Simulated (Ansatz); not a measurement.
## KRuO3 (cubic perovskite) (Pm-3m): how robust is the cRPA U?

What does U in KRuO3 (cubic perovskite) (Pm-3m) depend on besides the window?

Method: constrained RPA on LDA, plane waves, PAW, in Ansatz 0.2.0.

This is a report of a sequence of runs, with most program output left out.

The structure was built from a prototype and need not be the compound's stable phase.

### 1. Starting point

The structure is cubic, space group Pm-3m (No. 221). Conventional cell: a = 3.815 Å, b = 3.815 Å, c = 3.815 Å, α = 90.00°, β = 90.00°, γ = 90.00°. Nearest to K lie 12 O at 2.70 Å. Nearest to Ru lie 6 O at 1.91 Å. Nearest to O lie 2 Ru at 1.91 Å and 4 K at 2.70 Å. Farther neighbours and most contacts between anions are not listed.

The structure was relaxed with LDA. The structure type comes from a generator and need not be one that this composition takes. The structure was generated from a model, not taken from a measurement. The runs that relaxed it are not among those shown. The program's search for lower electronic states was switched off, so nothing shows that the state found is the lowest. The default PAW set here is soft_2. Its files were made with PBE.

### 2. Base: Ru d + anion p, bands v11 to c3, 4×4×4 mesh, medium accuracy

Constrained RPA screens the interaction with every transition except those inside the target bands, which a later many-body model would treat itself.

Input file input.yaml:

```yaml
crystal:
  lattice:
    - [0.0, -3.81486053, 0.0]
    - [0.0, 0.0, 3.81486053]
    - [-3.81486053, 0.0, 0.0]
  atoms:
    - { symbol: K, position: [0.0, 0.0, 0.0] }
    - { symbol: Ru, position: [0.5, 0.5, 0.5] }
    - { symbol: O, position: [0.5, 0.5, 0.0] }
    - { symbol: O, position: [0.5, 0.0, 0.5] }
    - { symbol: O, position: [0.0, 0.5, 0.5] }
kpoints:
  mp_grid: { grid: [8, 8, 8] }
hamiltonian:
  xc: lda
scf:
  occupations: { method: gaussian, width: 0.08 }
  n_extra_bands: 19
  max_iter: 150
  lower_state_search: "off"
output:
  crpa:
    kmesh: [4, 4, 4]
    target_bands: [v11, c3]
    projections: [{ species: Ru, l: d, shell: 4 }, { species: O, l: p, shell: 2 }]
  local_orbitals:
    kmesh: [8, 8, 8]
    orbitals: [{ species: Ru, l: d, shell: 4 }, { species: O, l: p, shell: 2 }]
    window: { bands: [v11, c3] }
    seedname: lo
```

The run is started by

```sh
$ ansatz run input.yaml --threads 4 --pin off --max-ram 9216MiB --backend cpu --events-out ev --progress --plain --runs-dir out
```

It took 2.2 min on 4 threads of Arm Neoverse V2, shared host; peak memory 0.65 GiB.

Numbers from this step:

```yaml
u: 9.030 eV
u_prime_inter_orbital: 7.962 eV
j: 0.5303 eV
bare_v: 17.36 eV
bare_j: 0.6735 eV
stated_bound_on_u: 0.01575 eV
u_over_bare_v: 0.5203
electrons_in_the_window: 21.00
head_of_the_constrained_inverse_dielectric_matrix: 0.4270
least_eigenvalue_of_the_projection_s_overlap: 0.7474
target_functions: 14
bands_in_the_sums: 50
r_m_s_miss_of_the_model_bands: 2.05e-4 eV
width_of_the_target_bands: 15.25 eV
weight_of_the_projected_orbitals_in_the_window: 0.9434
```

On the Ru d shell, screening brings the on-site interaction from 17.4 eV down to U = 9.03 eV.

### 3. Changed: 2×2×2 mesh

input.yaml, the sections that differ from step 2:

```yaml
output:
  crpa:
    kmesh: [2, 2, 2]
    target_bands: [v11, c3]
    projections: [{ species: Ru, l: d, shell: 4 }, { species: O, l: p, shell: 2 }]
# crystal, kpoints, hamiltonian, scf: as in step 2
```

It took 11 s on 4 threads; peak memory 0.54 GiB.

This step gave:

```yaml
u: 9.017 eV
u_prime_inter_orbital: 7.942 eV
j: 0.5346 eV
bare_v: 17.53 eV
bare_j: 0.6780 eV
stated_bound_on_u: 0.01423 eV
u_over_bare_v: 0.5145
electrons_in_the_window: 21.00
head_of_the_constrained_inverse_dielectric_matrix: 0.4065
least_eigenvalue_of_the_projection_s_overlap: 0.7474
target_functions: 14
bands_in_the_sums: 50
width_of_the_target_bands: 15.25 eV
weight_of_the_projected_orbitals_in_the_window: 0.9434
```

On the Ru d shell, screening brings the on-site interaction from 17.5 eV down to U = 9.02 eV.

### 4. Changed: sums over states

input.yaml, as its differences from that of step 3:

```diff
@@ -22,4 +22,7 @@
   crpa:
-    kmesh: [2, 2, 2]
+    kmesh: [4, 4, 4]
     target_bands: [v11, c3]
     projections: [{ species: Ru, l: d, shell: 4 }, { species: O, l: p, shell: 2 }]
+    accuracy: sum_over_states
+    n_empty_bands: 22
+    ecut_chi: 70
```

Elapsed: 13 s, on 4 threads; peak memory 0.57 GiB; 47 s of CPU time.

This variant gives U = 10.20 eV against 9.03 eV. It is a finite sum over empty states with no bound on its error and stays out of the table below.

### 5. Changed: accuracy low

input.yaml, as its differences from that of step 4:

```diff
@@ -25,4 +25,2 @@
     projections: [{ species: Ru, l: d, shell: 4 }, { species: O, l: p, shell: 2 }]
-    accuracy: sum_over_states
-    n_empty_bands: 22
-    ecut_chi: 70
+    accuracy: low
```

The job ended after 59 s (4 threads; peak memory 0.6 GiB; 3.7 min of CPU time).

Numbers from this step:

```
U                                                 : 8.991 eV
U prime (inter-orbital)                           : 7.927 eV
J                                                 : 0.5286 eV
bare V                                            : 17.36 eV
bare J                                            : 0.6735 eV
stated bound on U                                 : 0.1785 eV
U over bare V                                     : 0.5181
electrons in the window                           : 21.00
head of the constrained inverse dielectric matrix : 0.4268
least eigenvalue of the projection's overlap      : 0.7474
target functions                                  : 14
bands in the sums                                 : 50
width of the target bands                         : 15.25 eV
weight of the projected orbitals in the window    : 0.9434
```

On the Ru d shell, screening brings the on-site interaction from 17.4 eV down to U = 8.99 eV.

### 6. Changed: orbitals of another atom

input.yaml, as its differences from that of step 5:

```diff
@@ -24,3 +24,2 @@
     target_bands: [v11, c3]
-    projections: [{ species: Ru, l: d, shell: 4 }, { species: O, l: p, shell: 2 }]
-    accuracy: low
+    projections: [{ species: O, l: p }]
```

Elapsed: 0.1 s, on 4 threads; peak memory 0.085 GiB.

The program refused the input before any cycle.

The program's message: “Error: invalid value for `output.crpa.projections`: 9 orbital(s) selected but the target window spans 14 band(s); name one orbital per band of it”

The fault put into this input: trial orbitals that do not match the target bands.

### 7. Changed: r2SCAN

This step: constrained RPA on r2SCAN, plane waves, PAW.

input.yaml, as its differences from that of step 6:

```diff
@@ -14,3 +14,3 @@
 hamiltonian:
-  xc: lda
+  xc: r2scan
 scf:
@@ -24,2 +24,2 @@
     target_bands: [v11, c3]
-    projections: [{ species: O, l: p }]
+    projections: [{ species: Ru, l: d, shell: 4 }, { species: O, l: p, shell: 2 }]
```

Run time: 3.3 min. Hardware: 4 threads; peak memory 0.81 GiB; 13 min of CPU time.

Numbers from this step:

| Item | Value |
| --- | --- |
| U | 9.594 eV |
| U prime (inter-orbital) | 8.503 eV |
| J | 0.5447 eV |
| bare V | 17.59 eV |
| bare J | 0.6874 eV |
| stated bound on U | 0.01778 eV |
| U over bare V | 0.5454 |
| electrons in the window | 21.00 |
| head of the constrained inverse dielectric matrix | 0.4568 |
| least eigenvalue of the projection's overlap | 0.7639 |
| target functions | 14 |
| bands in the sums | 50 |
| width of the target bands | 15.89 eV |
| weight of the projected orbitals in the window | 0.9474 |

On the Ru d shell, screening brings the on-site interaction from 17.6 eV down to U = 9.59 eV.

### 8. Changed: potentials

This step: constrained RPA on LDA, plane waves, PAW.

input.yaml, as its differences from that of step 7:

```diff
@@ -14,3 +14,4 @@
 hamiltonian:
-  xc: r2scan
+  xc: lda
+  pseudopotentials: { kind: paw, source: ansatz }
 scf:
```

Wall time 7 min (4 threads); peak memory 1.2 GiB; 27 min of CPU time.

This step gave:

* U: 9.027 eV
* U prime (inter-orbital): 7.965 eV
* J: 0.5276 eV
* bare V: 17.36 eV
* bare J: 0.6730 eV
* stated bound on U: 0.01095 eV
* U over bare V: 0.5199
* electrons in the window: 21
* head of the constrained inverse dielectric matrix: 0.4270
* least eigenvalue of the projection's overlap: 0.7490
* target functions: 14
* bands in the sums: 50
* width of the target bands: 15.26 eV
* weight of the projected orbitals in the window: 0.9432

On the Ru d shell, screening brings the on-site interaction from 17.4 eV down to U = 9.03 eV.

### 9. Side by side

Times are wall times on 4 threads of Arm Neoverse V2, shared host, good to a factor of about two.

```csv
run,bare V (eV),U (eV),J (eV),bound on U (eV),width (eV),time
target window,17.36,9.030,0.530,0.0158,15.25,2.2 min
2×2×2 mesh,17.53,9.017,0.535,0.0142,15.25,11 s
accuracy low,17.36,8.991,0.529,0.1785,15.25,59 s
r2SCAN,17.59,9.594,0.545,0.0178,15.89,3.3 min
potentials,17.36,9.027,0.528,0.0110,15.26,7 min
```

### 10. Results

```yaml
target_window: U 9.03 eV, J 0.53 eV
2x2x2_mesh: U 9.02 eV, J 0.53 eV
accuracy_low: U 8.99 eV, J 0.53 eV
r2scan: U 9.59 eV, J 0.54 eV
potentials: U 9.03 eV, J 0.53 eV
```

2×2×2 mesh moves U by −0.01 eV (within the solver's bounds, for the mean over orbitals) at 0.088 times the time. Accuracy low moves U by −0.04 eV (within the solver's bounds, for the mean over orbitals) at 0.45 times the time. r2SCAN moves U by +0.56 eV. Potentials moves U by −0.003 eV (within the solver's bounds, for the mean over orbitals) at 3.2 times the time. The printed bound covers the solver alone, not the mesh, and no denser mesh than the base was run. The parent state is non-magnetic and the interaction static (zero frequency); U depends on the window and the orbitals, so it belongs to this model alone. A window that holds the anion p bands defines a model with explicit ligands; its U belongs to that model and is not the U of DFT+U.

[Paths, hosts, dates, memory and timing lines, banners, echoed tables and standing remarks are left out of the program output.]

[Logs are printed without paths, hosts, clocks, repeated set-up lines and the standing remarks that a program may print on its own settings, such as how far it seeks lower states.]

[Runs of the session that timed out or met a known fault of the program may be left out.]

[Hosts, paths, dates, database ids (printed as entryN), source tags and the programs' standing remarks are cut or masked in the printed files.]
